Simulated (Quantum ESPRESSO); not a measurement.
# Ionisation energy and electron affinity at ZnS(110), part 4 of 6

Wanted: ionisation energy, electron affinity and surface tilt of ZnS(110).

Quantum ESPRESSO 7.5; plane-wave DFT, PBE, GBRV ultrasoft pseudopotentials.

So far. Step 7 (Electrostatic potential of the relaxed slab): The vacuum is flat to 0.1 meV/Å, so its level is well defined. Inside the slab the curve depends on the local part of the pseudopotentials; only the vacuum level has a meaning of its own. Step 8 (Planar and running averages): Where the running mean is not flat inside, average.x's window, rounded to the grid, doesn't match the spacings there.

## 9. Projected density of states of the relaxed slab

Layer by layer, the projected DOS shows whether surface states reach into the gap.

File pdos.in:

```
&projwfc
  prefix = 'scf'
  outdir = './out'
  filpdos = 'pdos'
  Emin = -2.213
  Emax = 3.787
  DeltaE = 0.05
  ngauss = 0
  degauss = 0.006
/
```

On the command line:

```sh
OMP_NUM_THREADS=1 mpirun -n 8 projwfc.x -in pdos.in > pdos.out
```

The log of the run:

```text
[banner, memory and clock lines left out]
Program PROJWFC v.7.5 starts

          URL

     ./out/scf.save/

     IMPORTANT: XC functional enforced from input :
     Exchange-correlation= PBE
                           (   1   4   3   4   0   0   0)
     Any further DFT definition will be discarded
     Please, verify this is what you really want

     negative rho (up, down):  1.507E-03 0.000E+00

     Gaussian broadening (read from input): ngauss,degauss=   0    0.006000

     Calling projwave ....
     one sub-group per band group will be used

     linear algebra parallelized on   4 procs

  Problem Sizes
  natomwfc =          153
  nx       =           77
  nbnd     =          125
  nkstot   =           12
  npwx     =         2440
  nkb      =          324

     Atomic states used for projection
     (read from pseudopotential files):

     state #   1: atom   1 (Zn ), wfc  1 (l=0 m= 1)
     state #   2: atom   1 (Zn ), wfc  2 (l=1 m= 1)
     state #   3: atom   1 (Zn ), wfc  2 (l=1 m= 2)
     state #   4: atom   1 (Zn ), wfc  2 (l=1 m= 3)
     state #   5: atom   1 (Zn ), wfc  3 (l=2 m= 1)
     state #   6: atom   1 (Zn ), wfc  3 (l=2 m= 2)
     state #   7: atom   1 (Zn ), wfc  3 (l=2 m= 3)
     state #   8: atom   1 (Zn ), wfc  3 (l=2 m= 4)
     state #   9: atom   1 (Zn ), wfc  3 (l=2 m= 5)
     state #  10: atom   1 (Zn ), wfc  4 (l=0 m= 1)
     state #  11: atom   1 (Zn ), wfc  5 (l=1 m= 1)
     state #  12: atom   1 (Zn ), wfc  5 (l=1 m= 2)
     state #  13: atom   1 (Zn ), wfc  5 (l=1 m= 3)
     state #  14: atom   2 (S  ), wfc  1 (l=0 m= 1)
     state #  15: atom   2 (S  ), wfc  2 (l=1 m= 1)
     state #  16: atom   2 (S  ), wfc  2 (l=1 m= 2)
     state #  17: atom   2 (S  ), wfc  2 (l=1 m= 3)
     state #  18: atom   3 (Zn ), wfc  1 (l=0 m= 1)
     state #  19: atom   3 (Zn ), wfc  2 (l=1 m= 1)
     state #  20: atom   3 (Zn ), wfc  2 (l=1 m= 2)
     state #  21: atom   3 (Zn ), wfc  2 (l=1 m= 3)
     state #  22: atom   3 (Zn ), wfc  3 (l=2 m= 1)
     state #  23: atom   3 (Zn ), wfc  3 (l=2 m= 2)
     state #  24: atom   3 (Zn ), wfc  3 (l=2 m= 3)
     state #  25: atom   3 (Zn ), wfc  3 (l=2 m= 4)
     state #  26: atom   3 (Zn ), wfc  3 (l=2 m= 5)
     state #  27: atom   3 (Zn ), wfc  4 (l=0 m= 1)
     state #  28: atom   3 (Zn ), wfc  5 (l=1 m= 1)
     state #  29: atom   3 (Zn ), wfc  5 (l=1 m= 2)
     state #  30: atom   3 (Zn ), wfc  5 (l=1 m= 3)
     state #  31: atom   4 (S  ), wfc  1 (l=0 m= 1)
     state #  32: atom   4 (S  ), wfc  2 (l=1 m= 1)
     state #  33: atom   4 (S  ), wfc  2 (l=1 m= 2)
     state #  34: atom   4 (S  ), wfc  2 (l=1 m= 3)
     state #  35: atom   5 (Zn ), wfc  1 (l=0 m= 1)
     state #  36: atom   5 (Zn ), wfc  2 (l=1 m= 1)
     state #  37: atom   5 (Zn ), wfc  2 (l=1 m= 2)
     state #  38: atom   5 (Zn ), wfc  2 (l=1 m= 3)
     state #  39: atom   5 (Zn ), wfc  3 (l=2 m= 1)
     state #  40: atom   5 (Zn ), wfc  3 (l=2 m= 2)
     state #  41: atom   5 (Zn ), wfc  3 (l=2 m= 3)
     state #  42: atom   5 (Zn ), wfc  3 (l=2 m= 4)
     state #  43: atom   5 (Zn ), wfc  3 (l=2 m= 5)
     state #  44: atom   5 (Zn ), wfc  4 (l=0 m= 1)
     state #  45: atom   5 (Zn ), wfc  5 (l=1 m= 1)
     state #  46: atom   5 (Zn ), wfc  5 (l=1 m= 2)
     state #  47: atom   5 (Zn ), wfc  5 (l=1 m= 3)
     state #  48: atom   6 (S  ), wfc  1 (l=0 m= 1)
     state #  49: atom   6 (S  ), wfc  2 (l=1 m= 1)
     state #  50: atom   6 (S  ), wfc  2 (l=1 m= 2)
     state #  51: atom   6 (S  ), wfc  2 (l=1 m= 3)
     state #  52: atom   7 (Zn ), wfc  1 (l=0 m= 1)
     state #  53: atom   7 (Zn ), wfc  2 (l=1 m= 1)
     state #  54: atom   7 (Zn ), wfc  2 (l=1 m= 2)
     state #  55: atom   7 (Zn ), wfc  2 (l=1 m= 3)
     state #  56: atom   7 (Zn ), wfc  3 (l=2 m= 1)
     state #  57: atom   7 (Zn ), wfc  3 (l=2 m= 2)
     state #  58: atom   7 (Zn ), wfc  3 (l=2 m= 3)
     state #  59: atom   7 (Zn ), wfc  3 (l=2 m= 4)
     state #  60: atom   7 (Zn ), wfc  3 (l=2 m= 5)
     state #  61: atom   7 (Zn ), wfc  4 (l=0 m= 1)
     state #  62: atom   7 (Zn ), wfc  5 (l=1 m= 1)
     state #  63: atom   7 (Zn ), wfc  5 (l=1 m= 2)
     state #  64: atom   7 (Zn ), wfc  5 (l=1 m= 3)
     state #  65: atom   8 (S  ), wfc  1 (l=0 m= 1)
     state #  66: atom   8 (S  ), wfc  2 (l=1 m= 1)
     state #  67: atom   8 (S  ), wfc  2 (l=1 m= 2)
     state #  68: atom   8 (S  ), wfc  2 (l=1 m= 3)
     state #  69: atom   9 (Zn ), wfc  1 (l=0 m= 1)
     state #  70: atom   9 (Zn ), wfc  2 (l=1 m= 1)
     state #  71: atom   9 (Zn ), wfc  2 (l=1 m= 2)
     state #  72: atom   9 (Zn ), wfc  2 (l=1 m= 3)
     state #  73: atom   9 (Zn ), wfc  3 (l=2 m= 1)
     state #  74: atom   9 (Zn ), wfc  3 (l=2 m= 2)
     state #  75: atom   9 (Zn ), wfc  3 (l=2 m= 3)
     state #  76: atom   9 (Zn ), wfc  3 (l=2 m= 4)
     state #  77: atom   9 (Zn ), wfc  3 (l=2 m= 5)
     state #  78: atom   9 (Zn ), wfc  4 (l=0 m= 1)
     state #  79: atom   9 (Zn ), wfc  5 (l=1 m= 1)
     state #  80: atom   9 (Zn ), wfc  5 (l=1 m= 2)
     state #  81: atom   9 (Zn ), wfc  5 (l=1 m= 3)
     state #  82: atom  10 (S  ), wfc  1 (l=0 m= 1)
     state #  83: atom  10 (S  ), wfc  2 (l=1 m= 1)
     state #  84: atom  10 (S  ), wfc  2 (l=1 m= 2)
     state #  85: atom  10 (S  ), wfc  2 (l=1 m= 3)
     state #  86: atom  11 (Zn ), wfc  1 (l=0 m= 1)
     state #  87: atom  11 (Zn ), wfc  2 (l=1 m= 1)
     state #  88: atom  11 (Zn ), wfc  2 (l=1 m= 2)
     state #  89: atom  11 (Zn ), wfc  2 (l=1 m= 3)
     state #  90: atom  11 (Zn ), wfc  3 (l=2 m= 1)
     state #  91: atom  11 (Zn ), wfc  3 (l=2 m= 2)
     state #  92: atom  11 (Zn ), wfc  3 (l=2 m= 3)
     state #  93: atom  11 (Zn ), wfc  3 (l=2 m= 4)
     state #  94: atom  11 (Zn ), wfc  3 (l=2 m= 5)
     state #  95: atom  11 (Zn ), wfc  4 (l=0 m= 1)
     state #  96: atom  11 (Zn ), wfc  5 (l=1 m= 1)
     state #  97: atom  11 (Zn ), wfc  5 (l=1 m= 2)
     state #  98: atom  11 (Zn ), wfc  5 (l=1 m= 3)
     state #  99: atom  12 (S  ), wfc  1 (l=0 m= 1)
     state # 100: atom  12 (S  ), wfc  2 (l=1 m= 1)
     state # 101: atom  12 (S  ), wfc  2 (l=1 m= 2)
     state # 102: atom  12 (S  ), wfc  2 (l=1 m= 3)
     state # 103: atom  13 (Zn ), wfc  1 (l=0 m= 1)
     state # 104: atom  13 (Zn ), wfc  2 (l=1 m= 1)
     state # 105: atom  13 (Zn ), wfc  2 (l=1 m= 2)
     state # 106: atom  13 (Zn ), wfc  2 (l=1 m= 3)
     state # 107: atom  13 (Zn ), wfc  3 (l=2 m= 1)
     state # 108: atom  13 (Zn ), wfc  3 (l=2 m= 2)
     state # 109: atom  13 (Zn ), wfc  3 (l=2 m= 3)
     state # 110: atom  13 (Zn ), wfc  3 (l=2 m= 4)
     state # 111: atom  13 (Zn ), wfc  3 (l=2 m= 5)
     state # 112: atom  13 (Zn ), wfc  4 (l=0 m= 1)
     state # 113: atom  13 (Zn ), wfc  5 (l=1 m= 1)
     state # 114: atom  13 (Zn ), wfc  5 (l=1 m= 2)
     state # 115: atom  13 (Zn ), wfc  5 (l=1 m= 3)
     state # 116: atom  14 (S  ), wfc  1 (l=0 m= 1)
     state # 117: atom  14 (S  ), wfc  2 (l=1 m= 1)
     state # 118: atom  14 (S  ), wfc  2 (l=1 m= 2)
     state # 119: atom  14 (S  ), wfc  2 (l=1 m= 3)
     state # 120: atom  15 (Zn ), wfc  1 (l=0 m= 1)
     state # 121: atom  15 (Zn ), wfc  2 (l=1 m= 1)
     state # 122: atom  15 (Zn ), wfc  2 (l=1 m= 2)
     state # 123: atom  15 (Zn ), wfc  2 (l=1 m= 3)
     state # 124: atom  15 (Zn ), wfc  3 (l=2 m= 1)
     state # 125: atom  15 (Zn ), wfc  3 (l=2 m= 2)
     state # 126: atom  15 (Zn ), wfc  3 (l=2 m= 3)
     state # 127: atom  15 (Zn ), wfc  3 (l=2 m= 4)
     state # 128: atom  15 (Zn ), wfc  3 (l=2 m= 5)
     state # 129: atom  15 (Zn ), wfc  4 (l=0 m= 1)
     state # 130: atom  15 (Zn ), wfc  5 (l=1 m= 1)
     state # 131: atom  15 (Zn ), wfc  5 (l=1 m= 2)
     state # 132: atom  15 (Zn ), wfc  5 (l=1 m= 3)
     state # 133: atom  16 (S  ), wfc  1 (l=0 m= 1)
     state # 134: atom  16 (S  ), wfc  2 (l=1 m= 1)
     state # 135: atom  16 (S  ), wfc  2 (l=1 m= 2)
     state # 136: atom  16 (S  ), wfc  2 (l=1 m= 3)
     state # 137: atom  17 (Zn ), wfc  1 (l=0 m= 1)
     state # 138: atom  17 (Zn ), wfc  2 (l=1 m= 1)
     state # 139: atom  17 (Zn ), wfc  2 (l=1 m= 2)
     state # 140: atom  17 (Zn ), wfc  2 (l=1 m= 3)
     state # 141: atom  17 (Zn ), wfc  3 (l=2 m= 1)
     state # 142: atom  17 (Zn ), wfc  3 (l=2 m= 2)
     state # 143: atom  17 (Zn ), wfc  3 (l=2 m= 3)
     state # 144: atom  17 (Zn ), wfc  3 (l=2 m= 4)
     state # 145: atom  17 (Zn ), wfc  3 (l=2 m= 5)
     state # 146: atom  17 (Zn ), wfc  4 (l=0 m= 1)
     state # 147: atom  17 (Zn ), wfc  5 (l=1 m= 1)
     state # 148: atom  17 (Zn ), wfc  5 (l=1 m= 2)
     state # 149: atom  17 (Zn ), wfc  5 (l=1 m= 3)
     state # 150: atom  18 (S  ), wfc  1 (l=0 m= 1)
     state # 151: atom  18 (S  ), wfc  2 (l=1 m= 1)
     state # 152: atom  18 (S  ), wfc  2 (l=1 m= 2)
     state # 153: atom  18 (S  ), wfc  2 (l=1 m= 3)

[... projections of each state ...]
Lowdin Charges:

     Atom #   1: total charge =  19.7492, s =  2.7539,
     Atom #   1: total charge =  19.7492, p =  7.0296, pz=  2.2753, px=  2.3312, py=  2.4231,
     Atom #   1: total charge =  19.7492, d =  9.9658, dz2=  1.9945, dxz=  1.9898, dyz=  1.9957, dx2-y2=  1.9935, dxy=  1.9922,
     Atom #   2: total charge =   6.1641, s =  1.5805,
     Atom #   2: total charge =   6.1641, p =  4.5836, pz=  1.5957, px=  1.5533, py=  1.4346,
     Atom #   2: total charge =   6.1641, d =  0.0000, dz2=  0.0000, dxz=  0.0000, dyz=  0.0000, dx2-y2=  0.0000, dxy=  0.0000,
     Atom #   3: total charge =  19.8845, s =  2.7031,
     Atom #   3: total charge =  19.8845, p =  7.2130, pz=  2.4050, px=  2.4052, py=  2.4028,
     Atom #   3: total charge =  19.8845, d =  9.9685, dz2=  1.9925, dxz=  1.9928, dyz=  1.9966, dx2-y2=  1.9953, dxy=  1.9913,
     Atom #   4: total charge =   6.0933, s =  1.5192,
     Atom #   4: total charge =   6.0933, p =  4.5741, pz=  1.5433, px=  1.4943, py=  1.5365,
     Atom #   4: total charge =   6.0933, d =  0.0000, dz2=  0.0000, dxz=  0.0000, dyz=  0.0000, dx2-y2=  0.0000, dxy=  0.0000,
     Atom #   5: total charge =  19.8891, s =  2.7085,
     Atom #   5: total charge =  19.8891, p =  7.2118, pz=  2.4029, px=  2.4066, py=  2.4023,
     Atom #   5: total charge =  19.8891, d =  9.9688, dz2=  1.9932, dxz=  1.9913, dyz=  1.9967, dx2-y2=  1.9955, dxy=  1.9921,
     Atom #   6: total charge =   6.0892, s =  1.5232,
     Atom #   6: total charge =   6.0892, p =  4.5660, pz=  1.5225, px=  1.5286, py=  1.5149,
     Atom #   6: total charge =   6.0892, d =  0.0000, dz2=  0.0000, dxz=  0.0000, dyz=  0.0000, dx2-y2=  0.0000, dxy=  0.0000,
     Atom #   7: total charge =  19.8831, s =  2.7123,
     Atom #   7: total charge =  19.8831, p =  7.2014, pz=  2.4010, px=  2.3997, py=  2.4006,
     Atom #   7: total charge =  19.8831, d =  9.9694, dz2=  1.9932, dxz=  1.9921, dyz=  1.9966, dx2-y2=  1.9954, dxy=  1.9921,
     Atom #   8: total charge =   6.0779, s =  1.5138,
     Atom #   8: total charge =   6.0779, p =  4.5641, pz=  1.5224, px=  1.5188, py=  1.5229,
     Atom #   8: total charge =   6.0779, d =  0.0000, dz2=  0.0000, dxz=  0.0000, dyz=  0.0000, dx2-y2=  0.0000, dxy=  0.0000,
     Atom #   9: total charge =  19.8850, s =  2.7120,
     Atom #   9: total charge =  19.8850, p =  7.2037, pz=  2.4011, px=  2.4015, py=  2.4010,
     Atom #   9: total charge =  19.8850, d =  9.9694, dz2=  1.9932, dxz=  1.9921, dyz=  1.9966, dx2-y2=  1.9954, dxy=  1.9921,
     Atom #  10: total charge =   6.0806, s =  1.5163,
     Atom #  10: total charge =   6.0806, p =  4.5643, pz=  1.5207, px=  1.5217, py=  1.5219,
     Atom #  10: total charge =   6.0806, d =  0.0000, dz2=  0.0000, dxz=  0.0000, dyz=  0.0000, dx2-y2=  0.0000, dxy=  0.0000,
     Atom #  11: total charge =  19.8831, s =  2.7123,
     Atom #  11: total charge =  19.8831, p =  7.2014, pz=  2.4010, px=  2.3997, py=  2.4006,
     Atom #  11: total charge =  19.8831, d =  9.9694, dz2=  1.9932, dxz=  1.9921, dyz=  1.9966, dx2-y2=  1.9954, dxy=  1.9921,
     Atom #  12: total charge =   6.0779, s =  1.5138,
     Atom #  12: total charge =   6.0779, p =  4.5641, pz=  1.5224, px=  1.5188, py=  1.5229,
     Atom #  12: total charge =   6.0779, d =  0.0000, dz2=  0.0000, dxz=  0.0000, dyz=  0.0000, dx2-y2=  0.0000, dxy=  0.0000,
     Atom #  13: total charge =  19.8891, s =  2.7085,
     Atom #  13: total charge =  19.8891, p =  7.2118, pz=  2.4029, px=  2.4066, py=  2.4023,
     Atom #  13: total charge =  19.8891, d =  9.9688, dz2=  1.9932, dxz=  1.9913, dyz=  1.9967, dx2-y2=  1.9955, dxy=  1.9921,
     Atom #  14: total charge =   6.0892, s =  1.5232,
     Atom #  14: total charge =   6.0892, p =  4.5660, pz=  1.5225, px=  1.5286, py=  1.5149,
     Atom #  14: total charge =   6.0892, d =  0.0000, dz2=  0.0000, dxz=  0.0000, dyz=  0.0000, dx2-y2=  0.0000, dxy=  0.0000,
     Atom #  15: total charge =  19.8845, s =  2.7031,
     Atom #  15: total charge =  19.8845, p =  7.2130, pz=  2.4050, px=  2.4052, py=  2.4028,
     Atom #  15: total charge =  19.8845, d =  9.9685, dz2=  1.9925, dxz=  1.9928, dyz=  1.9966, dx2-y2=  1.9953, dxy=  1.9913,
     Atom #  16: total charge =   6.0933, s =  1.5192,
     Atom #  16: total charge =   6.0933, p =  4.5741, pz=  1.5433, px=  1.4943, py=  1.5365,
     Atom #  16: total charge =   6.0933, d =  0.0000, dz2=  0.0000, dxz=  0.0000, dyz=  0.0000, dx2-y2=  0.0000, dxy=  0.0000,
     Atom #  17: total charge =  19.7492, s =  2.7539,
     Atom #  17: total charge =  19.7492, p =  7.0296, pz=  2.2753, px=  2.3312, py=  2.4231,
     Atom #  17: total charge =  19.7492, d =  9.9658, dz2=  1.9945, dxz=  1.9898, dyz=  1.9957, dx2-y2=  1.9935, dxy=  1.9922,
     Atom #  18: total charge =   6.1641, s =  1.5805,
     Atom #  18: total charge =   6.1641, p =  4.5836, pz=  1.5957, px=  1.5533, py=  1.4346,
     Atom #  18: total charge =   6.1641, d =  0.0000, dz2=  0.0000, dxz=  0.0000, dyz=  0.0000, dx2-y2=  0.0000, dxy=  0.0000,
     Spilling Parameter:   0.0016
```

Run time: 5.9 s. Hardware: 8 MPI ranks of Arm Neoverse N1, shared host; peak memory 0.64 GiB; 47 s of CPU time.

Read from the output:

- spilling of the projection: 0.0016

Gaussian width 0.006 Ry. The density of states by energy, zero at the highest filled level of the SCF mesh; read off at these points:

energy (eV), density of states (states/eV a cell) and a bar:
```
    -3.00        3.8 ######
    -2.85       11.7 #################
    -2.65       11.3 ################
    -2.50       13.7 ####################
    -2.35       13.3 ###################
    -2.25       14.9 ######################
    -2.20       13.7 ####################
    -2.00       12.3 ##################
    -1.85       14.9 ######################
    -1.70       17.1 #########################
    -1.60       20.6 ##############################
    -1.55       18.4 ###########################
    -1.35       14.5 #####################
    -1.20       18.6 ###########################
    -1.05       17.4 #########################
    -0.90       18.6 ###########################
    -0.85       17.6 ##########################
    -0.70       12.3 ##################
    -0.55       15.8 #######################
    -0.40        6.3 #########
    -0.20        5.2 ########
    -0.05        1.6 ##
     0.00        1.2 ##
     0.10        0.2 
     0.25        0.0 
     0.45        0.0 
     0.60        0.0 
     0.75        0.0 
     0.90        0.0 
     1.10        0.0 
     1.25        0.0 
     1.40        0.0 
     1.60        0.0 
     1.75        0.0 
     1.90        0.0 
     2.05        0.0 
     2.25        0.4 #
     2.40        0.0 
     2.55        0.0 
     2.70        0.5 #
     2.90        0.0 
     3.05        1.6 ##
```

Projected DOS an atom over height of the atomic layer and energy from the highest filled level of the SCF mesh. Columns are the atomic layers from the bottom up.

Ten even steps from '_' (0.00 states/eV) to '@' (2.55 states/eV), each cell a mean:
```
______________________
______________________
______________________
______________________
______________________
______________________
______________________
______________________
______________________
______________________
______________________
..__________________..
++__..............__++
@@..::::......::::..@@
%%..--------------..%%
%%..--------------..%%
++..------==------..++
--..--====--====--..--
--..----::--::----..--
::..::----------::..::
::..::::::::::::::..::
::..::..........::..::
```
Columns: height of the atomic layer (Å) from 7.89 to 23.5 (not evenly spaced); rows upwards: energy from the highest filled level of the SCF mesh (eV) from -3.00 to 3.05.

Löwdin valence electrons by atom:

```csv
atom,Löwdin valence electrons (e)
Zn1,19.7
S2,6.2
Zn3,19.9
S4,6.1
Zn5,19.9
S6,6.1
Zn7,19.9
S8,6.1
Zn9,19.9
S10,6.1
Zn11,19.9
S12,6.1
Zn13,19.9
S14,6.1
Zn15,19.9
S16,6.1
Zn17,19.7
S18,6.2
```

The atomic orbitals miss 0.2 % of the occupied states; for empty states the projections can miss much more.

(Continued in part 5 of 6.)

[Logs are printed without paths, hosts, clocks, repeated set-up lines and the standing remarks that a program may print on its own settings, such as how far it seeks lower states.]

[Hosts, paths, dates, database ids (printed as entryN), source tags and the programs' standing remarks are cut or masked in the printed files.]

[Maps of the electrostatic potential energy from Ansatz leave out the sawtooth potential of an applied field or a dipole correction, so their vacuum need not be flat; planar profiles and work functions include it.]
